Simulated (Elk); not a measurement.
# Dielectric function and optical constants of Si2Mo

Aim: the dielectric function of Si2Mo, and the optical constants that follow from it. The cell comes from an older database entry, whose edges can differ from later determinations, mostly by under a per cent.

Main program and level: Elk 11.2.3 (patched build); DFT, PBE, all-electron APW+lo, Dirac cores, scalar-relativistic bands, independent-particle optical response without local fields.

The database entry behind the starting cell is an old determination (1927), so it need not match the best structure at room temperature.

**1. The starting structure**

It takes space group I4/mmm (No. 139, tetragonal). Conventional cell: a = 3.200 Å, b = 3.200 Å, c = 7.861 Å, α = 90.00°, β = 90.00°, γ = 90.00°. Mo has 10 Si at 2.62 Å nearest. Si has 5 Si at 2.61 to 2.63 Å and 5 Mo at 2.62 Å nearest. Farther neighbours, and contacts between anions beyond the nearest, are not listed.

Coordinates:

```cif
data_structure
_symmetry_space_group_name_H-M 'I4/mmm'
_symmetry_Int_Tables_number 139
_cell_length_a 3.2000
_cell_length_b 3.2000
_cell_length_c 7.8610
_cell_angle_alpha 90.000
_cell_angle_beta 90.000
_cell_angle_gamma 90.000
_cell_volume 80.50
loop_
_atom_site_label
_atom_site_type_symbol
_atom_site_symmetry_multiplicity
_atom_site_Wyckoff_symbol
_atom_site_fract_x
_atom_site_fract_y
_atom_site_fract_z
_atom_site_occupancy
Mo1 Mo 2 a 0.00000 0.00000 0.00000 1
Si1 Si 4 e 0.50000 0.50000 0.16700 1
```

**2. Ground state**

First the ground state: is it a metal or has it a gap?

This step: DFT, PBE, all-electron APW+lo, Dirac cores, scalar-relativistic bands, ground state (Elk 11.2.3 (patched build)).

File elk.in:

```
tasks
  0
  120

xctype
  20

nempty
  10

lorbcnd
  .true.

rgkmax
  7.0

swidth
  0.0018375

maxscl
  100

epsengy
  1e-05

sppath
  './'

avec
  -3.023561799401 3.023561799401 7.427568532842
  3.023561799401 -3.023561799401 7.427568532842
  3.023561799401 3.023561799401 -7.427568532842

atoms
  2
  'Mo.in'
  1
  0.000000000000 0.000000000000 0.000000000000   0.000 0.000 0.000
  'Si.in'
  2
  0.667000000000 0.667000000000 0.000000000000   0.000 0.000 0.000
  0.333000000000 0.333000000000 0.000000000000   0.000 0.000 0.000

ngridk
  18 18 18
```

Command:

```sh
OMP_NUM_THREADS=4 elk
```

What it wrote:

```text
┌─────────────────────────┐
│ Elk code version 11.2.3 │
└─────────────────────────┘

All units are atomic (Hartree, Bohr, etc.)

┌─────────────────────────────────────────────────┐
│ Ground-state run starting from atomic densities │
└─────────────────────────────────────────────────┘

Lattice vectors :
  -3.023561799       3.023561799       7.427568533
   3.023561799      -3.023561799       7.427568533
   3.023561799       3.023561799      -7.427568533

Reciprocal lattice vectors :
  0.1548276418E-18   1.039037024      0.4229638057
   1.039037024      0.1548276418E-18  0.4229638057
   1.039037024       1.039037024     -0.1238055185E-16

Unit cell volume      :    271.6091262
Brillouin zone volume :   0.9132617041

Muffin-tin inner radius fraction :   0.1000000000E-01

Nuclei treated as point charges

Species : 1 (Mo)
 parameters loaded from : Mo.in
 name : molybdenum
 nuclear charge    :   -42.00000000
 electronic charge :    42.00000000
 atomic mass :    174887.9214
 muffin-tin radius :    2.600000000
 number of radial points in muffin-tin :   1193
 inner part over the whole radius :   0.9897744308E-02
 number on inner part of muffin-tin    :    848
 approximate nuclear radius :   0.8334154960E-04
 number of mesh points to nuclear radius :    419
 atomic positions (lattice), magnetic fields (Cartesian) :
  1 :   0.00000000  0.00000000  0.00000000    0.00000000  0.00000000  0.00000000

Species : 2 (Si)
 parameters loaded from : Si.in
 name : silicon
 nuclear charge    :   -14.00000000
 electronic charge :    14.00000000
 atomic mass :    51196.73458
 muffin-tin radius :    2.200000000
 number of radial points in muffin-tin :    793
 inner part over the whole radius :   0.9899632250E-02
 number on inner part of muffin-tin    :    553
 approximate nuclear radius :   0.5963282101E-04
 number of mesh points to nuclear radius :    246
 atomic positions (lattice), magnetic fields (Cartesian) :
  1 :  -0.33300000 -0.33300000  0.00000000    0.00000000  0.00000000  0.00000000
  2 :   0.33300000  0.33300000  0.00000000    0.00000000  0.00000000  0.00000000

Total number of atoms per unit cell :    3
Total muffin-tin volume :    162.8266528
 ratio of muffin-tin to unit cell volume :   0.5994888873

Spin treatment :
 spin-unpolarised

Number of Bravais lattice symmetries :   16
Number of crystal symmetries         :   16
Crystal has inversion symmetry
Real symmetric eigensolver will be used

k-point grid :     18    18    18
k-point offset :    0.000000000       0.000000000       0.000000000
k-point set is reduced with full crystal symmetry group
Total number of k-points :      480

Muffin-tin radius times maximum |G+k| :    7.000000000
 using average radius
Maximum |G+k| for APW functions       :    3.000000000
Maximum (1/2)|G+k|²                   :    4.500000000
Maximum |G| for potential and density :    12.00000000
Constant for pseudocharge density :    8
 order of it for each species :   15  15
 order of it for pair densities of each species (exact exchange by exxq0 0: 15) :   12   8
Radial integration step length :    1

G-vector grid sizes :     35    35    35
Number of G-vectors :     8009

Maximum angular momentum used for
 APW functions            :    8
 outer part of muffin-tin :    6
 inner part of muffin-tin :    2

Total nuclear charge    :   -70.00000000
Total core charge       :    48.00000000
Total valence charge    :    22.00000000
Total excess charge     :    0.000000000
Total electronic charge :    70.00000000

Effective Wigner radius, rₛ :   0.9748083405

Number of empty states         :     30
Total number of valence states :     42
Total number of core states    :     48

Conduction state local-orbitals added automatically
Third-order local-orbitals added for an l without core states : F
Total number of local-orbitals :    173

Exchange-correlation functional :     20     0     0
 Perdew-Burke-Ernzerhof, Phys. Rev. Lett. 77, 3865 (1996)
 gradient requirement :    1
 generalised gradient approximation (GGA)

Smearing type :    3
 Fermi-Dirac
Smearing width :   0.1837500000E-02
Effective electronic temperature (K) :    580.2366081

Mixing type :    3
 Broyden mixing, J. Phys. A: Math. Gen. 17, L317 (1984)

Kohn-Sham potential initialised from atomic data

┌──────────────────────────────┐
│ Self-consistent loop started │
└──────────────────────────────┘

┌─────────────────┐
│ Loop number : 1 │
└─────────────────┘

Energies :
 Fermi                       :     0.320837
 sum of occupied eigenvalues :     -2721.3894300021
 electron kinetic            :      4775.2136039461
 core electron kinetic       :      4673.2411662709
 Coulomb                     :     -9240.1237184125
 Coulomb potential           :     -7286.4408494859
 nuclear-nuclear             :     -610.29521135551
 electron-nuclear            :     -9988.7831444908
 Hartree                     :      1358.9546374338
 Madelung                    :     -5596.9032936696
 xc potential                :     -210.16218446240
 exchange                    :     -162.14265767727
 correlation                 :     -3.363365
 electron entropic           :    -0.146430E-03
 total energy                :     -4630.4162832322

Density of states at Fermi energy :    12.28977828
 (states/Hartree/unit cell)

Estimated indirect band gap :   0.1139410743E-02
 from k-point 388 to k-point 464
Estimated direct band gap   :   0.9656307345E-02
 at k-point 463

Charges :
 core                        :    48.00000000
 valence                     :    22.00000000
 interstitial                :    4.756887485
 muffin-tins (core leakage)
  species : 1 (Mo)
   atom 1                    :    40.23748407     (  0.7709225258E-08)
  species : 2 (Si)
   atom 1                    :    12.50281422     (  0.1421072557E-02)
   atom 2                    :    12.50281422     (  0.1421072557E-02)
 total in muffin-tins        :    65.24311252
 total calculated charge     :    69.99698182
 total charge                :    70.00000000
 error                       :   0.3018175596E-02

┌─────────────────┐
│ Loop number : 2 │
└─────────────────┘

Energies :
 Fermi                       :     0.321370
 sum of occupied eigenvalues :     -2721.4271010225
 electron kinetic            :      4775.1534111094
 core electron kinetic       :      4673.0907589556
 Coulomb                     :     -9240.2683981048
 Coulomb potential           :     -7286.2310318271
 nuclear-nuclear             :     -610.29521135551
 electron-nuclear            :     -9989.2937751916
 Hartree                     :      1359.3205884423
 Madelung                    :     -5597.1528821912
 xc potential                :     -210.34948030471
 exchange                    :     -162.15297774706
 correlation                 :     -3.363468
 electron entropic           :    -0.138797E-03
 total energy                :     -4630.6315716362

Density of states at Fermi energy :    11.60851861
 (states/Hartree/unit cell)

Estimated indirect band gap :   0.8111003371E-03
 from k-point 464 to k-point 442
Estimated direct band gap   :   0.6353124819E-02
 at k-point 464

Charges :
 core                        :    48.00000000
 valence                     :    22.00000000
 interstitial                :    4.748997019
 muffin-tins (core leakage)
  species : 1 (Mo)
   atom 1                    :    40.26038177     (  0.6772509664E-08)
  species : 2 (Si)
   atom 1                    :    12.49531061     (  0.1420948950E-02)
   atom 2                    :    12.49531061     (  0.1420948950E-02)
 total in muffin-tins        :    65.25100298
 total calculated charge     :    69.99698421
 total charge                :    70.00000000
 error                       :   0.3015788539E-02

RMS change in Kohn-Sham potential (target) :   0.5174542989     (  0.1000000000E-05)
Absolute change in total energy (target)   :   0.2152884040     (  0.1000000000E-04)

[... 13 loops left out ...]

┌──────────────────┐
│ Loop number : 16 │
└──────────────────┘

Energies :
 Fermi                       :     0.440146
 sum of occupied eigenvalues :     -2715.2632548047
 electron kinetic            :      4780.1986572560
 core electron kinetic       :      4672.9568153396
 Coulomb                     :     -9244.0672414284
 Coulomb potential           :     -7279.7745378083
 nuclear-nuclear             :     -610.29521135551
 electron-nuclear            :     -10003.647970333
 Hartree                     :      1369.8759402603
 Madelung                    :     -5604.1799725243
 xc potential                :     -215.68737425243
 exchange                    :     -162.47896311185
 correlation                 :     -3.364382
 electron entropic           :    -0.716188E-04
 total energy                :     -4629.7120008723

Density of states at Fermi energy :    6.050025708
 (states/Hartree/unit cell)

Estimated indirect band gap :   0.1541514584E-02
 from k-point 459 to k-point 448
Estimated direct band gap   :   0.6720996608E-02
 at k-point 474

Charges :
 core                        :    48.00000000
 valence                     :    22.00000000
 interstitial                :    4.476516772
 muffin-tins (core leakage)
  species : 1 (Mo)
   atom 1                    :    40.85727291     ( -0.1641684122E-07)
  species : 2 (Si)
   atom 1                    :    12.33310516     (  0.1353515136E-02)
   atom 2                    :    12.33310516     (  0.1353515136E-02)
 total in muffin-tins        :    65.52348323
 total calculated charge     :    69.99716335
 total charge                :    70.00000000
 error                       :   0.2836645617E-02

RMS change in Kohn-Sham potential (target) :   0.6445066533E-07 (  0.1000000000E-05)
Absolute change in total energy (target)   :   0.8348842130E-05 (  0.1000000000E-04)

Convergence targets achieved

┌──────────────────┐
│ Loop number : 17 │
└──────────────────┘

Energies :
 Fermi                       :     0.440146
 sum of occupied eigenvalues :     -2715.2632551591
 electron kinetic            :      4780.1986582480
 core electron kinetic       :      4672.9568162174
 Coulomb                     :     -9244.0672425781
 Coulomb potential           :     -7279.7745378126
 nuclear-nuclear             :     -610.29521135551
 electron-nuclear            :     -10003.647972739
 Hartree                     :      1369.8759415162
 Madelung                    :     -5604.1799736718
 xc potential                :     -215.68737559455
 exchange                    :     -162.47896315119
 correlation                 :     -3.364382
 electron entropic           :    -0.716188E-04
 total energy                :     -4629.7120010697

Density of states at Fermi energy :    6.050026050
 (states/Hartree/unit cell)

Estimated indirect band gap :   0.1541512324E-02
 from k-point 459 to k-point 448
Estimated direct band gap   :   0.6720998311E-02
 at k-point 474

Charges :
 core                        :    48.00000000
 valence                     :    22.00000000
 interstitial                :    4.476516751
 muffin-tins (core leakage)
  species : 1 (Mo)
   atom 1                    :    40.85727301     ( -0.1641896930E-07)
  species : 2 (Si)
   atom 1                    :    12.33310512     (  0.1353515137E-02)
   atom 2                    :    12.33310512     (  0.1353515137E-02)
 total in muffin-tins        :    65.52348325
 total calculated charge     :    69.99716335
 total charge                :    70.00000000
 error                       :   0.2836645595E-02

┌──────────────────────────────┐
│ Self-consistent loop stopped │
└──────────────────────────────┘

Warning : core states of species 2 leak from the muffin-tin :   0.1353515137E-02

Wrote STATE.OUT
```

The job ended after 84 s (4 threads of Arm Neoverse V1, shared host; peak memory 0.23 GiB).

Numbers from this step:

- total energy: -4630 Ha
- Fermi energy: 11.98 eV
- DOS at the Fermi level: 0.2223 states/eV/cell

There are states at the Fermi level within the smearing, so the occupations stay smeared and the carriers get a Drude term.

**3. Independent particles**

The spectrum is a sum over vertical transitions between filled and empty bands at the fixed density, so many empty bands are needed.

This step: DFT, PBE, all-electron APW+lo, Dirac cores, scalar-relativistic bands, independent-particle optical response without local fields (Elk 11.2.3 (patched build)).

Edit elk.in of step 2 so:

```diff
@@ -1,4 +1,10 @@
 tasks
-  0
-  120
+  121
+
+optcomp
+  1 1
+  3 3
+
+intraband
+  .true.
 
@@ -17,9 +23,7 @@
 swidth
-  0.0018375
+  0.0055124
 
-maxscl
-  100
-
-epsengy
-  1e-05
+wplot
+  400 100 0
+  0.0 0.51449
```

Command:

```sh
OMP_NUM_THREADS=4 elk
```

What it wrote:

```text
┌─────────────────────────────────┐
│ Elk code version 11.2.3 started │
└─────────────────────────────────┘

Info(readinput): the functional depends on the density's gradient
 muffin-tin radial points multiplied by    2.00000
 (not where nrmtscf is given)

┌────────────────────┐
│ Current task : 121 │
└────────────────────┘

Info(dielectric):
 dielectric tensor written to EPSILON_ij.OUT
 optical conductivity written to SIGMA_ij.OUT
 plasma frequency written to PLASMA_ij.OUT
 for components
  i = 1, j = 1
  i = 3, j = 3

┌──────────────────┐
│ Elk code stopped │
└──────────────────┘
```

Run time: 17 s. Hardware: 4 threads; peak memory 0.04 GiB; 67 s of CPU time.

Numbers from this step:

* Drude plasma energy, first axis: 2.375 eV

Sum at mesh points, not converged in k. Im ε against photon energy; read off at these points:

| photon energy (eV) | E ∥ x | E ∥ z |
| --- | --- | --- |
| 0.50 | 9.20 | 11.6 |
| 1.00 | 4.97 | 4.70 |
| 1.50 | 5.59 | 9.66 |
| 2.00 | 6.38 | 16.5 |
| 2.50 | 14.0 | 38.3 |
| 2.59 | 14.3 | 39.1 |
| 3.00 | 15.7 | 34.5 |
| 3.50 | 20.9 | 23.6 |
| 4.00 | 30.4 | 21.1 |
| 4.50 | 23.4 | 16.3 |
| 5.00 | 20.7 | 13.8 |
| 5.50 | 22.4 | 17.2 |
| 5.74 | 23.1 | 17.8 |
| 6.00 | 21.6 | 18.9 |
| 6.50 | 15.0 | 18.4 |
| 7.00 | 11.9 | 15.6 |
| 7.50 | 7.94 | 10.2 |
| 8.00 | 6.18 | 6.58 |
| 8.50 | 4.94 | 4.75 |
| 9.00 | 4.12 | 3.63 |
| 9.50 | 3.32 | 2.91 |
| 10.00 | 2.47 | 2.07 |
| 10.50 | 1.85 | 1.69 |
| 11.00 | 1.63 | 1.23 |
| 11.50 | 1.50 | 1.02 |
| 12.00 | 1.39 | 0.884 |
| 12.50 | 1.17 | 0.725 |
| 13.00 | 0.941 | 0.678 |
| 13.50 | 0.847 | 0.625 |

Values under 1 per cm are given as 1; sum at mesh points, not converged in k. The absorption coefficient by photon energy:

| photon energy (eV) | E ∥ x (1/cm) | E ∥ z (1/cm) |
| --- | --- | --- |
| 0.490 | 1.1e5 | 1.7e5 |
| 1.015 | 62550 | 52500 |
| 1.505 | 98459 | 1.3e5 |
| 1.995 | 1.4e5 | 2.8e5 |
| 2.485 | 3.5e5 | 8.0e5 |
| 3.010 | 5.0e5 | 1.2e6 |
| 3.500 | 7.3e5 | 1.2e6 |
| 3.990 | 1.3e6 | 1.3e6 |
| 4.515 | 1.5e6 | 1.3e6 |
| 5.005 | 1.5e6 | 1.3e6 |
| 5.495 | 1.8e6 | 1.5e6 |
| 5.985 | 2.3e6 | 1.8e6 |
| 6.510 | 2.4e6 | 2.3e6 |
| 7.000 | 2.5e6 | 2.6e6 |
| 7.490 | 2.5e6 | 2.7e6 |
| 8.015 | 2.4e6 | 2.6e6 |
| 8.505 | 2.4e6 | 2.6e6 |
| 8.995 | 2.3e6 | 2.4e6 |
| 9.485 | 2.4e6 | 2.4e6 |
| 10.010 | 2.3e6 | 2.4e6 |
| 10.500 | 2.2e6 | 2.3e6 |
| 10.990 | 2.1e6 | 2.2e6 |
| 11.515 | 2.1e6 | 2.1e6 |
| 12.005 | 2.1e6 | 2.1e6 |
| 12.495 | 2.0e6 | 2.0e6 |
| 12.985 | 2.0e6 | 1.9e6 |
| 13.510 | 1.9e6 | 1.9e6 |

The loss function −Im 1/ε at q → 0 has structure finer than the step of the table below, so its rows give means over 0.25 eV. Peaks (eV: height): E ∥ x 0.525: 0.106; E ∥ z 0.595: 0.120, 4.970: 0.0719.

Sum at mesh points, not converged in k. Table of loss function −Im 1/ε at q → 0 by energy loss; means over each step:

| energy loss (eV) | E ∥ x | E ∥ z |
| --- | --- | --- |
| 0.50 | 0.0820 | 0.0652 |
| 0.75 | 0.0335 | 0.0373 |
| 1.00 | 0.0181 | 0.0107 |
| 1.25 | 0.0148 | 0.00814 |
| 1.50 | 0.0152 | 0.00943 |
| 1.75 | 0.0121 | 0.0118 |
| 2.00 | 0.0119 | 0.0117 |
| 2.25 | 0.0141 | 0.0136 |
| 2.50 | 0.0197 | 0.0184 |
| 2.75 | 0.0223 | 0.0232 |
| 3.00 | 0.0234 | 0.0287 |
| 3.25 | 0.0231 | 0.0366 |
| 3.50 | 0.0235 | 0.0421 |
| 3.75 | 0.0249 | 0.0446 |
| 4.00 | 0.0290 | 0.0477 |
| 4.25 | 0.0362 | 0.0563 |
| 4.50 | 0.0421 | 0.0617 |
| 4.75 | 0.0467 | 0.0682 |
| 5.00 | 0.0473 | 0.0712 |
| 5.25 | 0.0460 | 0.0650 |
| 5.50 | 0.0447 | 0.0570 |
| 5.75 | 0.0429 | 0.0558 |
| 6.00 | 0.0426 | 0.0529 |
| 6.25 | 0.0442 | 0.0492 |
| 6.50 | 0.0488 | 0.0498 |
| 6.75 | 0.0506 | 0.0489 |
| 7.00 | 0.0502 | 0.0477 |
| 7.25 | 0.0515 | 0.0448 |
| 7.50 | 0.0559 | 0.0466 |
| 7.75 | 0.0608 | 0.0467 |
| 8.00 | 0.0652 | 0.0484 |
| 8.25 | 0.0688 | 0.0525 |
| 8.50 | 0.0713 | 0.0530 |
| 8.75 | 0.0763 | 0.0560 |
| 9.00 | 0.0830 | 0.0616 |
| 9.25 | 0.0827 | 0.0631 |
| 9.50 | 0.0802 | 0.0652 |
| 9.75 | 0.0809 | 0.0639 |
| 10.00 | 0.0868 | 0.0655 |
| 10.25 | 0.0879 | 0.0693 |
| 10.50 | 0.0929 | 0.0746 |
| 10.75 | 0.103 | 0.0735 |
| 11.00 | 0.115 | 0.0735 |
| 11.25 | 0.124 | 0.0795 |
| 11.50 | 0.138 | 0.0843 |
| 11.75 | 0.144 | 0.0898 |
| 12.00 | 0.152 | 0.100 |
| 12.25 | 0.153 | 0.105 |
| 12.50 | 0.157 | 0.110 |
| 12.75 | 0.157 | 0.122 |
| 13.00 | 0.167 | 0.138 |
| 13.25 | 0.180 | 0.149 |
| 13.50 | 0.198 | 0.165 |
| 13.75 | 0.208 | 0.175 |

Sum at mesh points, not converged in k. Reflectivity at normal incidence against photon energy; read off at these points:

| photon energy (eV) | E ∥ x (%) | E ∥ z (%) |
| --- | --- | --- |
| 0.50 | 38.5 | 62.0 |
| 1.00 | 37.1 | 41.9 |
| 1.50 | 39.7 | 49.5 |
| 2.00 | 43.4 | 52.8 |
| 2.50 | 47.1 | 59.4 |
| 2.90 | 47.0 | 60.3 |
| 3.00 | 47.2 | 60.3 |
| 3.50 | 50.6 | 55.4 |
| 4.00 | 56.3 | 55.2 |
| 4.10 | 56.6 | 55.0 |
| 4.50 | 54.3 | 50.8 |
| 5.00 | 52.1 | 45.6 |
| 5.50 | 55.1 | 48.5 |
| 6.00 | 61.1 | 52.6 |
| 6.50 | 63.5 | 58.6 |
| 7.00 | 66.0 | 63.5 |
| 7.50 | 68.0 | 69.4 |
| 8.00 | 67.2 | 72.6 |
| 8.50 | 67.6 | 73.6 |
| 9.00 | 66.1 | 72.9 |
| 9.50 | 69.1 | 73.8 |
| 10.00 | 70.3 | 76.4 |
| 10.43 | 72.2 | 76.1 |
| 10.50 | 71.9 | 75.9 |
| 11.00 | 69.4 | 78.5 |
| 11.50 | 66.7 | 77.9 |
| 12.00 | 65.9 | 76.8 |
| 12.50 | 67.4 | 77.3 |
| 13.00 | 68.7 | 74.9 |
| 13.50 | 67.1 | 73.3 |

From ε follow the optical constants at some laser lines:

| wavelength (nm) | n x | k x | R (%) x | 1/α x | n z | k z | R (%) z | 1/α z |
| --- | --- | --- | --- | --- | --- | --- | --- | --- |
| 1550 | 3.72 | 0.653 | 34.5 | 189 nm | 3.89 | 0.633 | 36.0 | 195 nm |
| 633 | 4.72 | 0.654 | 43.0 | 77 nm | 5.91 | 1.332 | 52.2 | 38 nm |
| 532 | 5.07 | 1.142 | 46.9 | 37 nm | 6.33 | 2.624 | 58.2 | 16 nm |
| 405 | 4.81 | 1.654 | 47.3 | 19 nm | 4.23 | 3.881 | 60.1 | 8.3 nm |
| 308 | 4.62 | 3.291 | 56.4 | 7.4 nm | 3.15 | 3.304 | 55.2 | 7.4 nm |
| 248 | 3.45 | 2.997 | 52.1 | 6.6 nm | 2.77 | 2.485 | 45.7 | 7.9 nm |
| 193 | 2.12 | 3.706 | 63.9 | 4.1 nm | 2.69 | 3.490 | 58.3 | 4.4 nm |

A polished face would reflect 51 % of daylight and look light grey (CIE x = 0.304, y = 0.326 under D65).

**4. What came out**

```
Drude plasma energy, first axis : 2.37 eV
```

What this shows: At this level (PBE, independent particles) Si2Mo is a semimetal or has a tiny gap, with few carriers whose number hangs on mesh and smearing, and a Drude plasma energy of 2.4 eV along x and 3.1 eV along z. The mesh is too coarse to trust the carriers' weight, the reflectivity or the colour to better than tens of per cent. Along x the bare Drude plasma energy is 2.4 eV; Re ε first rises through zero at 0.48 eV, far lower, because interband transitions screen the carriers. Im ε is 9.7 there, so the loss peak at that energy is weak. A polished face would reflect 51 % of daylight and look light grey (CIE x = 0.304, y = 0.326 under D65). The carriers' damping of 0.15 eV is typed, not computed; at 0.8 eV the carriers give 33 % of Im ε, the rest is interband. The sum runs over mesh points 0.15 Å⁻¹ apart with no interpolation, so peaks are partly noise of the mesh, and the Drude plasma energy, a sum over the Fermi surface, isn't converged.

[Long decimals in the printed logs are rounded to 6 places.]

[Machine, clock and banner lines and Python warnings are left out of the logs.]

[Logs are printed without paths, hosts, clocks, repeated set-up lines and the standing remarks that a program may print on its own settings, such as how far it seeks lower states.]

[Hosts, paths, dates, database ids (printed as entryN), source tags and the programs' standing remarks are cut or masked in the printed files.]

[Where Elk ran, warnings of its patched build on accuracy (core leakage, angular cutoffs, spin-orbit splittings, empty states, lower magnetic states) are left out.]

[Where the starting crystal was built by hand or by swapping elements, it need not be the compound's stable phase.]

[The count of steps not shown may lack steps that the program refused or didn't finish.]
